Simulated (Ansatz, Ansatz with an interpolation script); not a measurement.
An input for Ansatz 0.2.0 (CaMoO4 (I4_1/a)):

```yaml
crystal:
  lattice:
    - [-2.6118, 2.6118, 5.71425]
    - [2.6118, -2.6118, 5.71425]
    - [2.6118, 2.6118, -5.71425]
  atoms:
    - { symbol: Ca, position: [0.75, 0.25, 0.5] }
    - { symbol: Ca, position: [0.0, 0.0, 0.0] }
    - { symbol: Mo, position: [0.25, 0.75, 0.5] }
    - { symbol: Mo, position: [0.5, 0.5, 0.0] }
    - { symbol: O, position: [0.57776, 0.98246, 0.89142] }
    - { symbol: O, position: [0.73246, 0.34104, 0.9047] }
    - { symbol: O, position: [0.09104, 0.68634, 0.10858] }
    - { symbol: O, position: [0.43634, 0.82776, 0.0953] }
    - { symbol: O, position: [0.17224, 0.26754, 0.60858] }
    - { symbol: O, position: [0.01754, 0.90896, 0.5953] }
    - { symbol: O, position: [0.65896, 0.56366, 0.39142] }
    - { symbol: O, position: [0.31366, 0.42224, 0.4047] }
kpoints:
  mp_grid: { grid: [4, 4, 4] }
hamiltonian:
  xc: lda
  pseudopotentials: { kind: paw, azcp: { folder: soft_1 }, xc_functional: pbe }
scf:
  occupations: { method: fixed }
gw:
  n_empty_bands: 302
  ecut_chi: 90
  qp_bands: [v24, c8]
  screening: { model: contour_deformation }
```

```sh
ansatz run input.yaml --threads 2 --pin off --max-ram 92160MiB --backend cuda --events-out ev --progress --plain --runs-dir out --devices 1 --max-vram 13GiB
```

Question: How long will it take on 1 × NVIDIA H100 80GB HBM3 (shared by 6 runs) with 2 threads of AMD EPYC 7R13 (Zen 3), shared host, and how much memory?

It took 2.3 min; on shared hardware allow 70 s to 4.7 min. Peak host memory was 1.6 GiB. The sizes that set the cost: 3067 plane waves a state, 14 irreducible k points, 350 bands summed, 297 plane waves in the screening and 10 SCF cycles.

The screening grows as filled bands × empty bands × pairs of k points, times the square of the screening basis for the matrix.

[Paths, hosts, dates, memory and timing lines, banners, echoed tables and standing remarks are left out of the program output.]

[Logs are printed without paths, hosts, clocks, repeated set-up lines and the standing remarks that a program may print on its own settings, such as how far it seeks lower states.]

[Runs of the session that timed out or met a known fault of the program may be left out.]

[Hosts, paths, dates, database ids (printed as entryN), source tags and the programs' standing remarks are cut or masked in the printed files.]
